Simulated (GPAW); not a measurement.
**Te K-edge XANES of YTe (P-6m2)**

Aim: the near-edge shape at the Te K edge of YTe (P-6m2), and what the core hole does to it.

Calculated with GPAW 26.7.0; X-ray absorption from dipole matrix elements to empty bands, plane-wave PAW LDA.

This is a report of a sequence of runs, with most program output left out.

### Step 1. Starting point

It takes space group P-6m2 (No. 187, hexagonal). Conventional cell: a = 4.109 Å, b = 4.109 Å, c = 4.062 Å, α = 90.00°, β = 90.00°, γ = 120.00°. Te has 6 Y at 3.12 Å nearest. Nearest to Y lie 6 Te at 3.12 Å. Farther neighbours and most contacts between anions are not listed.

As a file:

```xyz
2
Lattice="4.1091 0.0000 0.0000 -2.0545 3.5586 0.0000 0.0000 0.0000 4.0617" Properties=species:S:1:pos:R:3 pbc="T T T"
Te    0.0000    2.3724    2.0308
Y     0.0000    0.0000    0.0000
```

### Step 2. Ground state of the crystal

A plain self-consistent run shows whether there is a gap, which decides the set-up of the core-hole run.

Input file scf.py:

```python
import numpy as np
from ase import Atoms
from ase.parallel import parprint, paropen
from gpaw import GPAW, PW, FermiDirac, Mixer, MixerDif, setup_paths
from gpaw.test import gen
setup_paths.insert(0, '.')
gen('Te', name='nch1s', xcname='LDA', corehole=(1, 0, 0), write_xml=True)
from gpaw.mpi import world
world.barrier()

atoms = Atoms('TeY',
    cell=[[4.10909385, 0, 0],
     [-2.05454693, 3.55857966, 0],
     [0, 0, 4.06166601]],
    scaled_positions=[[0.33333333, 0.66666667, 0.5],
     [0, 0, 0]],
    pbc=True)
atoms.calc = calc = GPAW(legacy_gpaw=True, mode=PW(430, force_complex_dtype=True), xc='LDA', setups={0: 'nch1s'},
    kpts={'size': (7, 7, 6), 'gamma': True}, occupations=FermiDirac(0.05),
    charge=0, mixer=Mixer(0.1, 5, 50), maxiter=150,
    convergence={'density': 0.0001, 'eigenstates': 1e-6}, txt='scf.txt')
energy = atoms.get_potential_energy() + calc.get_reference_energy()
ef = calc.get_fermi_level()
out = dict(energy=energy, fermi=ef, forces=atoms.get_forces().tolist())
parprint(f'all-electron energy {energy:.4f} eV, Fermi level {ef:.4f} eV')
ev = np.array([[calc.get_eigenvalues(k, s) for k in range(len(calc.get_ibz_k_points()))] for s in range(calc.get_number_of_spins())])
out['homo'], out['lumo'], out['counts'] = ev[ev < ef].max(), ev[ev > ef].min(), sorted(set((ev < ef).sum((0, 2)).tolist()))
out['filled'] = (ev[:, 0] < ef).sum(1).tolist()
import json
with paropen('out.json', 'w') as f:
    json.dump(out, f)
```

Started as:

```bash
OMP_NUM_THREADS=1 mpirun -n 2 gpaw python scf.py
```

Wall time 9.7 s (2 MPI ranks of Arm Neoverse V2, shared host); peak memory 0.18 GiB.

The mesh shows no gap, so the system is treated as a metal and the core electron is put at the Fermi level (neutral cell).

### Step 3. Spectrum without a core hole, Te atom 1

This cheap baseline ignores the attraction of the hole: it shows the absorber's empty states as they are in the ground state. The data set with a hole of occupation 0 only carries the core orbital.

The absorber has 6 Y at 3.12 Å (trigonal prismatic, site symmetry -6m2).

Input file xas.py:

```python
import numpy as np
from ase import Atoms
from ase.parallel import parprint, paropen
from gpaw import GPAW, PW, FermiDirac, Mixer, MixerDif, setup_paths
from gpaw.test import gen
setup_paths.insert(0, '.')
gen('Te', name='nch1s', xcname='LDA', corehole=(1, 0, 0), write_xml=True)
from gpaw.mpi import world
world.barrier()

atoms = Atoms('TeY',
    cell=[[4.10909385, 0, 0],
     [-2.05454693, 3.55857966, 0],
     [0, 0, 4.06166601]],
    scaled_positions=[[0.33333333, 0.66666667, 0.5],
     [0, 0, 0]],
    pbc=True)
atoms.calc = calc = GPAW(legacy_gpaw=True, mode=PW(430, force_complex_dtype=True), xc='LDA', setups={0: 'nch1s'},
    kpts={'size': (10, 10, 8), 'gamma': True}, occupations=FermiDirac(0.1),
    charge=0, mixer=Mixer(0.1, 5, 50), maxiter=150,
    convergence={'density': 0.0001, 'eigenstates': 1e-6}, txt='scf.txt')
energy = atoms.get_potential_energy() + calc.get_reference_energy()
ef = calc.get_fermi_level()
out = dict(energy=energy, fermi=ef, forces=atoms.get_forces().tolist())
parprint(f'all-electron energy {energy:.4f} eV, Fermi level {ef:.4f} eV')
ev = np.array([[calc.get_eigenvalues(k, s) for k in range(len(calc.get_ibz_k_points()))] for s in range(calc.get_number_of_spins())])
out['homo'], out['lumo'], out['counts'] = ev[ev < ef].max(), ev[ev > ef].min(), sorted(set((ev < ef).sum((0, 2)).tolist()))
out['filled'] = (ev[:, 0] < ef).sum(1).tolist()

from ase.units import Ha
from gpaw.xas import dipole_matrix_elements
nb = int(calc.get_number_of_electrons() / 2) + 44
top = nb
nscf = calc.fixed_density(kpts={'size': (7, 7, 6), 'gamma': True},
    convergence={'eigenstates': 1.0}, txt='nscf.txt')
nscf.diagonalize_full_hamiltonian(nbands=nb)
cell = atoms.cell.array
ops = [cell.T @ U.T @ np.linalg.inv(cell.T) for U in nscf.wfs.kd.symmetry.op_scc]
E = np.arange(-25, 34, 0.1)
fwhm = np.interp(E, [4, 25], [9.89, 9.89])
Y, X, zero, highest = 0, 0, 1e9, 1e9
for spin in range(nscf.get_number_of_spins()):
    wfs = nscf.wfs
    A = dipole_matrix_elements(wfs.setups[0])
    eps = np.zeros((wfs.kd.nibzkpts, nb))
    d = np.zeros((3, A.shape[1], wfs.kd.nibzkpts, nb), complex)
    for kpt in wfs.kpt_u:
        if kpt.s == spin and 0 in kpt.P_ani:
            eps[kpt.k] = kpt.eps_n * Ha
            d[:, :, kpt.k] = (kpt.weight * wfs.nspins / 2) ** 0.5 * np.inner(A, kpt.P_ani[0])
    world.sum(eps)
    world.sum(d)
    T = np.einsum('amkn,bmkn->abkn', d, d.conj()).real
    T = sum(np.einsum('ai,ijkn,bj->abkn', R, T, R) for R in ops) / len(ops)
    empty = eps > ef
    zero, highest = min(zero, eps[empty].min()), min(highest, eps[:, top - 1].min())
    lines = [(eps, T, empty)] if spin == 0 else lines + [(eps, T, empty)]
for eps, T, empty in lines:
    f = np.einsum('aakn->akn', T).reshape(3, -1)
    x = eps.ravel() - zero
    w = np.interp(x, E, fwhm) / 2.35482
    g = np.exp(-0.5 * ((E[:, None] - x) / w) ** 2) / (w * (2 * np.pi) ** 0.5)
    Y = Y + (f * empty.ravel()) @ g.T
    X = X + (f * ~empty.ravel()) @ g.T
out.update(E=E.round(2).tolist(), xas=Y.tolist(), xes=X.tolist(), zero=zero, valid=highest - zero, nk=len(eps), nb=nb)
for i in range(0, len(E), 10):
    parprint(f'{E[i]:7.2f}', *(f'{v:10.3e}' for v in Y[:, i]))
import json
with paropen('out.json', 'w') as f:
    json.dump(out, f)
```

Started as:

```bash
OMP_NUM_THREADS=1 mpirun -n 2 gpaw python xas.py
```

It took 3.3 min on 2 MPI ranks; peak memory 0.45 GiB; 6.7 min of CPU time.

The Te K spectrum, Te atom 1, no core hole (energy from the lowest empty level; intensity scaled to a mean of 1 over the first 20 eV; polarised curves are means over the symmetry-equivalent atoms):

```
E (eV)  isotropic  ε ⊥ c  ε ∥ c
  -2.0       0.28   0.28   0.27
  -1.5       0.33   0.33   0.32
  -1.0       0.38   0.38   0.37
  -0.5       0.44   0.44   0.43
   0.0       0.50   0.50   0.49
   0.5       0.56   0.56   0.56
   1.0       0.63   0.63   0.63
   1.5       0.69   0.69   0.70
   2.0       0.76   0.76   0.77
   2.5       0.82   0.82   0.84
   3.0       0.89   0.88   0.91
   3.5       0.95   0.94   0.97
   4.0       1.00   0.99   1.03
   4.5       1.05   1.04   1.09
   5.0       1.10   1.08   1.14
   5.5       1.13   1.11   1.18
   6.0       1.17   1.14   1.21
   6.5       1.19   1.16   1.24
   7.0       1.20   1.18   1.26
   7.5       1.21   1.19   1.26
   8.0       1.21   1.19   1.26
   8.5       1.21   1.19   1.26
   9.0       1.20   1.18   1.24
   9.5       1.18   1.16   1.22
  10.0       1.16   1.15   1.20
  10.5       1.14   1.13   1.17
  11.0       1.12   1.11   1.14
  11.5       1.09   1.08   1.11
  12.0       1.07   1.06   1.07
  12.5       1.04   1.04   1.04
  13.0       1.01   1.01   1.02
  13.5       0.99   0.99   0.99
  14.0       0.97   0.98   0.97
  14.5       0.96   0.96   0.95
  15.0       0.94   0.95   0.93
  15.5       0.93   0.94   0.92
  16.0       0.93   0.93   0.92
  16.5       0.93   0.93   0.92
  17.0       0.93   0.93   0.92
  17.5       0.93   0.94   0.93
  18.0       0.94   0.94   0.93
  18.5       0.95   0.95   0.95
  19.0       0.96   0.96   0.96
  19.5       0.98   0.98   0.98
  20.0       0.99   0.99   1.00
  20.5       1.01   1.01   1.01
  21.0       1.03   1.02   1.03
  21.5       1.04   1.04   1.05
  22.0       1.06   1.05   1.07
  22.5       1.07   1.07   1.08
  23.0       1.09   1.08   1.10
  23.5       1.10   1.09   1.11
  24.0       1.10   1.10   1.12
  24.5       1.11   1.10   1.12
  25.0       1.11   1.10   1.12
  25.5       1.11   1.10   1.12
  26.0       1.11   1.10   1.12
  26.5       1.10   1.09   1.11
  27.0       1.09   1.08   1.10
  27.5       1.07   1.07   1.08
  28.0       1.05   1.05   1.06
  28.5       1.03   1.03   1.04
  29.0       1.01   1.01   1.01
  29.5       0.98   0.98   0.99
  30.0       0.96   0.96   0.96
  30.5       0.93   0.93   0.93
  31.0       0.90   0.90   0.89
  31.5       0.87   0.87   0.86
  32.0       0.83   0.84   0.82
```

Main maxima below 28 eV (height): 7.8 eV (1.21) and 25.0 eV (1.11). A K edge sees empty p states on the absorber.

The same matrix elements for filled bands give the Te K emission of Te atom 1 (ground-state approximation; energy from the lowest empty level, largest value 1):

```
E (eV)  emission
-24.00      0.00
-23.25      0.00
-22.50      0.00
-21.75      0.00
-21.00      0.00
-20.25      0.00
-19.50      0.00
-18.75      0.00
-18.00      0.00
-17.25      0.01
-16.50      0.01
-15.75      0.02
-15.00      0.03
-14.25      0.04
-13.50      0.06
-12.75      0.09
-12.00      0.13
-11.25      0.19
-10.50      0.25
 -9.75      0.33
 -9.00      0.42
 -8.25      0.52
 -7.50      0.63
 -6.75      0.73
 -6.00      0.83
 -5.25      0.91
 -4.50      0.96
 -3.75      1.00
 -3.00      1.00
 -2.25      0.97
 -1.50      0.91
 -0.75      0.83
  0.00      0.74
  0.75      0.64
  1.50      0.53
  2.25      0.43
  3.00      0.34
```

Emission maxima: -3.4 eV (1.00).

### Step 4. Supercell without a hole, the energy reference

The photon energy needs a difference of total energies, so the cell and mesh of the coming hole run are first run without a hole.

scf.py: that of step 2 with these lines changed.

```diff
@@ -10,11 +10,15 @@
 
-atoms = Atoms('TeY',
-    cell=[[4.10909385, 0, 0],
-     [-2.05454693, 3.55857966, 0],
-     [0, 0, 4.06166601]],
-    scaled_positions=[[0.33333333, 0.66666667, 0.5],
-     [0, 0, 0]],
+atoms = Atoms('Te3Y3',
+    cell=[[4.10909385, 0, 4.06166601],
+     [-2.05454693, 3.55857966, 4.06166601],
+     [-2.05454693, -3.55857966, 4.06166601]],
+    scaled_positions=[[0.16666667, 0.5, 0.83333333],
+     [0.5, 0.83333333, 0.16666667],
+     [0.83333333, 0.16666667, 0.5],
+     [0, 0, 0],
+     [0.33333333, 0.33333333, 0.33333333],
+     [0.66666667, 0.66666667, 0.66666667]],
     pbc=True)
 atoms.calc = calc = GPAW(legacy_gpaw=True, mode=PW(430, force_complex_dtype=True), xc='LDA', setups={0: 'nch1s'},
-    kpts={'size': (7, 7, 6), 'gamma': True}, occupations=FermiDirac(0.05),
+    kpts={'size': (4, 4, 4), 'gamma': True}, occupations=FermiDirac(0.1),
     charge=0, mixer=Mixer(0.1, 5, 50), maxiter=150,
```

Started as:

```bash
OMP_NUM_THREADS=1 mpirun -n 2 gpaw python scf.py
```

Run time: 34 s. Hardware: 2 MPI ranks; peak memory 0.26 GiB.

Reference energy: -829911.631 eV with the cores included.

### Step 5. Spectrum with XCH, Te atom 1

The holes are 5.8 Å apart. In GPAW the data set carries the hole's charge, so charge=0 means a charged cell and charge=-1 a neutral one. The excited electron is kept in the cell, where it fills the lowest empty states and screens the hole. After the field has converged, empty bands are computed with the density fixed and the dipole matrix elements are summed.

xas.py: that of step 3 with these lines changed.

```diff
@@ -6,3 +6,3 @@
 setup_paths.insert(0, '.')
-gen('Te', name='nch1s', xcname='LDA', corehole=(1, 0, 0), write_xml=True)
+gen('Te', name='fch1s', xcname='LDA', corehole=(1, 0, 1), write_xml=True)
 from gpaw.mpi import world
@@ -10,12 +10,16 @@
 
-atoms = Atoms('TeY',
-    cell=[[4.10909385, 0, 0],
-     [-2.05454693, 3.55857966, 0],
-     [0, 0, 4.06166601]],
-    scaled_positions=[[0.33333333, 0.66666667, 0.5],
-     [0, 0, 0]],
+atoms = Atoms('Te3Y3',
+    cell=[[4.10909385, 0, 4.06166601],
+     [-2.05454693, 3.55857966, 4.06166601],
+     [-2.05454693, -3.55857966, 4.06166601]],
+    scaled_positions=[[0.16666667, 0.5, 0.83333333],
+     [0.5, 0.83333333, 0.16666667],
+     [0.83333333, 0.16666667, 0.5],
+     [0, 0, 0],
+     [0.33333333, 0.33333333, 0.33333333],
+     [0.66666667, 0.66666667, 0.66666667]],
     pbc=True)
-atoms.calc = calc = GPAW(legacy_gpaw=True, mode=PW(430, force_complex_dtype=True), xc='LDA', setups={0: 'nch1s'},
-    kpts={'size': (10, 10, 8), 'gamma': True}, occupations=FermiDirac(0.1),
-    charge=0, mixer=Mixer(0.1, 5, 50), maxiter=150,
+atoms.calc = calc = GPAW(legacy_gpaw=True, mode=PW(430, force_complex_dtype=True), xc='LDA', setups={0: 'fch1s'},
+    kpts={'size': (4, 4, 4), 'gamma': True}, occupations=FermiDirac(0.1),
+    charge=-1, mixer=Mixer(0.1, 5, 50), maxiter=150,
     convergence={'density': 0.0001, 'eigenstates': 1e-6}, txt='scf.txt')
@@ -31,10 +35,9 @@
 from gpaw.xas import dipole_matrix_elements
-nb = int(calc.get_number_of_electrons() / 2) + 44
-top = nb
-nscf = calc.fixed_density(kpts={'size': (7, 7, 6), 'gamma': True},
-    convergence={'eigenstates': 1.0}, txt='nscf.txt')
-nscf.diagonalize_full_hamiltonian(nbands=nb)
+nb = int(calc.get_number_of_electrons() / 2) + 124
+top, nb = nb, nb + 8 + nb // 12
+nscf = calc.fixed_density(kpts={'size': (4, 4, 4), 'gamma': True}, nbands=nb,
+    convergence={'bands': top, 'eigenstates': 1e-5}, maxiter=60, txt='nscf.txt')
 cell = atoms.cell.array
 ops = [cell.T @ U.T @ np.linalg.inv(cell.T) for U in nscf.wfs.kd.symmetry.op_scc]
-E = np.arange(-25, 34, 0.1)
+E = np.arange(-6, 34, 0.1)
 fwhm = np.interp(E, [4, 25], [9.89, 9.89])
```

Started as:

```bash
OMP_NUM_THREADS=1 mpirun -n 2 gpaw python xas.py
```

Run time: 4 min. Hardware: 2 MPI ranks; peak memory 0.53 GiB; 8.1 min of CPU time.

The Te K spectrum, Te atom 1, excited-electron core hole (neutral cell) (energy from the lowest empty level; intensity scaled to a mean of 1 over the first 20 eV; polarised curves are means over the symmetry-equivalent atoms):

```
E (eV)  isotropic  ε ⊥ c  ε ∥ c
 -2.00       0.32   0.33   0.32
 -1.25       0.41   0.41   0.41
 -0.50       0.50   0.50   0.50
  0.25       0.60   0.59   0.61
  1.00       0.70   0.69   0.71
  1.75       0.80   0.78   0.82
  2.50       0.89   0.87   0.93
  3.25       0.98   0.95   1.02
  4.00       1.05   1.02   1.10
  4.75       1.11   1.08   1.16
  5.50       1.15   1.12   1.21
  6.25       1.17   1.14   1.23
  7.00       1.18   1.15   1.24
  7.75       1.17   1.15   1.22
  8.50       1.15   1.13   1.19
  9.25       1.12   1.11   1.16
 10.00       1.09   1.08   1.11
 10.75       1.05   1.05   1.06
 11.50       1.02   1.02   1.02
 12.25       0.99   0.99   0.98
 13.00       0.96   0.97   0.95
 13.75       0.94   0.95   0.93
 14.50       0.93   0.94   0.92
 15.25       0.93   0.94   0.92
 16.00       0.94   0.94   0.92
 16.75       0.95   0.95   0.94
 17.50       0.97   0.97   0.97
 18.25       0.99   0.99   0.99
 19.00       1.02   1.02   1.02
 19.75       1.05   1.05   1.05
 20.50       1.08   1.07   1.08
 21.25       1.10   1.09   1.11
 22.00       1.12   1.11   1.13
 22.75       1.13   1.13   1.15
 23.50       1.14   1.13   1.15
 24.25       1.14   1.13   1.15
 25.00       1.13   1.13   1.14
 25.75       1.12   1.11   1.13
 26.50       1.10   1.09   1.10
 27.25       1.07   1.07   1.08
 28.00       1.04   1.04   1.04
 28.75       1.01   1.01   1.01
 29.50       0.98   0.98   0.98
 30.25       0.95   0.95   0.94
 31.00       0.92   0.93   0.91
 31.75       0.89   0.90   0.88
```

Main maxima below 27 eV (height): 7.0 eV (1.18) and 23.8 eV (1.14). 

### Step 6. Spectrum with FCH, Te atom 1

The holes are 5.8 Å apart. In GPAW the data set carries the hole's charge, so charge=0 means a charged cell and charge=-1 a neutral one. The excited electron is left out and a uniform background balances the charge. After the field has converged, empty bands are computed with the density fixed and the dipole matrix elements are summed.

Changed against the first core-hole run: core hole to FCH.

xas.py: that of step 5 with these lines changed.

```diff
@@ -23,3 +23,3 @@
     kpts={'size': (4, 4, 4), 'gamma': True}, occupations=FermiDirac(0.1),
-    charge=-1, mixer=Mixer(0.1, 5, 50), maxiter=150,
+    charge=0, mixer=Mixer(0.1, 5, 50), maxiter=150,
     convergence={'density': 0.0001, 'eigenstates': 1e-6}, txt='scf.txt')
```

Run time: 4.1 min. Hardware: 2 MPI ranks; peak memory 0.52 GiB.

```
E (eV)  first run  this run
  -2.0       0.32      0.32
  -1.0       0.44      0.43
   0.0       0.56      0.56
   1.0       0.70      0.69
   2.0       0.83      0.82
   3.0       0.95      0.94
   4.0       1.05      1.04
   5.0       1.12      1.12
   6.0       1.17      1.16
   7.0       1.18      1.18
   8.0       1.17      1.17
   9.0       1.13      1.14
  10.0       1.09      1.10
  11.0       1.04      1.05
  12.0       1.00      1.00
  13.0       0.96      0.97
  14.0       0.94      0.94
  15.0       0.93      0.93
  16.0       0.94      0.94
  17.0       0.96      0.95
  18.0       0.99      0.98
  19.0       1.02      1.02
  20.0       1.06      1.05
  21.0       1.09      1.09
  22.0       1.12      1.12
  23.0       1.14      1.13
  24.0       1.14      1.14
  25.0       1.13      1.14
  26.0       1.11      1.12
  27.0       1.08      1.09
  28.0       1.04      1.05
  29.0       1.00      1.01
  30.0       0.96      0.97
  31.0       0.92      0.93
  32.0       0.88      0.89
```

Against the first run the r.m.s. difference is 1 %. The highest intensity below 24 eV goes from 7.0 eV (1.18) to 7.2 eV (1.18).

The photon energy of the zero moves by -0.01 eV.

### Step 7. Cell without a hole, the energy reference

The cell and mesh change for the next run, so it gets a reference energy of its own.

scf.py: that of step 4 with these lines changed.

```diff
@@ -10,15 +10,11 @@
 
-atoms = Atoms('Te3Y3',
-    cell=[[4.10909385, 0, 4.06166601],
-     [-2.05454693, 3.55857966, 4.06166601],
-     [-2.05454693, -3.55857966, 4.06166601]],
-    scaled_positions=[[0.16666667, 0.5, 0.83333333],
-     [0.5, 0.83333333, 0.16666667],
-     [0.83333333, 0.16666667, 0.5],
-     [0, 0, 0],
-     [0.33333333, 0.33333333, 0.33333333],
-     [0.66666667, 0.66666667, 0.66666667]],
+atoms = Atoms('TeY',
+    cell=[[0, 0, 4.06166601],
+     [4.10909385, 0, 0],
+     [-2.05454693, 3.55857966, 0]],
+    scaled_positions=[[0.5, 0.33333333, 0.66666667],
+     [0, 0, 0]],
     pbc=True)
 atoms.calc = calc = GPAW(legacy_gpaw=True, mode=PW(430, force_complex_dtype=True), xc='LDA', setups={0: 'nch1s'},
-    kpts={'size': (4, 4, 4), 'gamma': True}, occupations=FermiDirac(0.1),
+    kpts={'size': (6, 6, 6), 'gamma': True}, occupations=FermiDirac(0.1),
     charge=0, mixer=Mixer(0.1, 5, 50), maxiter=150,
```

Started as:

```bash
OMP_NUM_THREADS=1 mpirun -n 2 gpaw python scf.py
```

The job ended after 8.1 s (2 MPI ranks; peak memory 0.18 GiB; 16 s of CPU time).

(Continued in part 2 of 2.)

[Logs are printed without paths, hosts, clocks, repeated set-up lines and the standing remarks that a program may print on its own settings, such as how far it seeks lower states.]

[Hosts, paths, dates, database ids (printed as entryN), source tags and the programs' standing remarks are cut or masked in the printed files.]

[Lists of maxima count a maximum above −3 eV only where it reaches 4 % of the highest in the window and stands out from its surroundings by 2 % of it (1.5 % where it reaches 55 %); shoulders and weaker maxima are passed over, and of the rest the first, up to two pre-edge ones and the few strongest are named.]
